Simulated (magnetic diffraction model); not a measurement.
**Moment size from magnetic intensity in TbMn₂As₂**

Space group P-3m1 (no. 164), a = 4.2020 Å, c = 6.9040 Å.

```
site  atom    x    y       z
  1a    Tb    0    0       0
  2d    As  2/3  1/3  0.7401
  2d    Mn  2/3  1/3  0.3758
```

The compound is invented for this exercise: a known structure type with other elements, its cell scaled to their sizes and not relaxed.

Only Tb is taken to order (form factors of Tb3+); orders and moment sizes are assumed, and not adapted to the symmetry. Radiation: neutrons of λ = 2.41 Å, 3° to 100°; isotropic B of 0.38 Å² (Tb), 0.4 Å² (As) and 0.5 Å² (Mn). Simulated constant-wavelength pattern: nuclear and magnetic terms add, the magnetic one as |2.695 fm × Σ f S⊥ exp(2πi Q·r) exp(−B s²)|², summed over all Q at one angle with the factor 1/(sin²θ cos θ). For collinear order S is the moment m, which repeats by lattice and centring translations R with the sign exp(−2πi k·R). Free-ion form factors, Sears's scattering lengths of 1992, no absorption; a label names one of the reflections at its angle. The strongest nuclear line in the range is 100, and lines under 0.2 are left out.

In a first state the assumed order is k = (0 1/2 0), collinear moments along [100], 8.5 μB on Tb, with this pattern:

| 2θ (°) | index | nuclear | magnetic |
| --- | --- | --- | --- |
| 19.06 | (0 1/2 0) | 0.0 | 145.4 |
| 20.10 | (0 0 1) | 36.9 | 0.0 |
| 27.84 | (0 1/2 1) | 0.0 | 132.1 |
| 38.67 | (1 0 0) | 4.6 | 0.0 |
| 39.23 | (1 -1/2 1) | 0.0 | 17.1 |
| 40.86 | (0 0 2) | 2.2 | 0.0 |
| 43.96 | (1 0 1) | 100.0 | 0.0 |
| 45.45 | (0 1/2 2) | 0.0 | 45.5 |
| 51.96 | (1 1/2 0) | 0.0 | 19.2 |
| 53.71 | (1 -1/2 2) | 0.0 | 18.6 |
| 56.27 | (1 1/2 1) | 0.0 | 35.4 |
| 57.52 | (1 0 2) | 57.9 | 0.0 |
| 59.56 | (0 3/2 0) | 0.0 | 12.3 |
| 63.15 | (0 0 3) | 0.7 | 0.0 |
| 63.53 | (0 3/2 1) | 0.0 | 21.2 |
| 66.62 | (0 1/2 3) | 0.0 | 19.0 |
(The table stops after 16 lines; 21 more lie at higher angle.)

**Question.** Nearer the ordering temperature the line at 19.06° has total intensity 13.1 on the same scale, and all moments have shrunk alike. How large is the Tb moment?

The nuclear part, 0.0, stays, so the magnetic part is 13.1 against 145.4. It goes as m², so m = 8.5 × √(13.1/145.4) = 2.55 μB; the value used was 2.55 μB.

[Logs are printed without paths, hosts, clocks, repeated set-up lines and the standing remarks that a program may print on its own settings, such as how far it seeks lower states.]
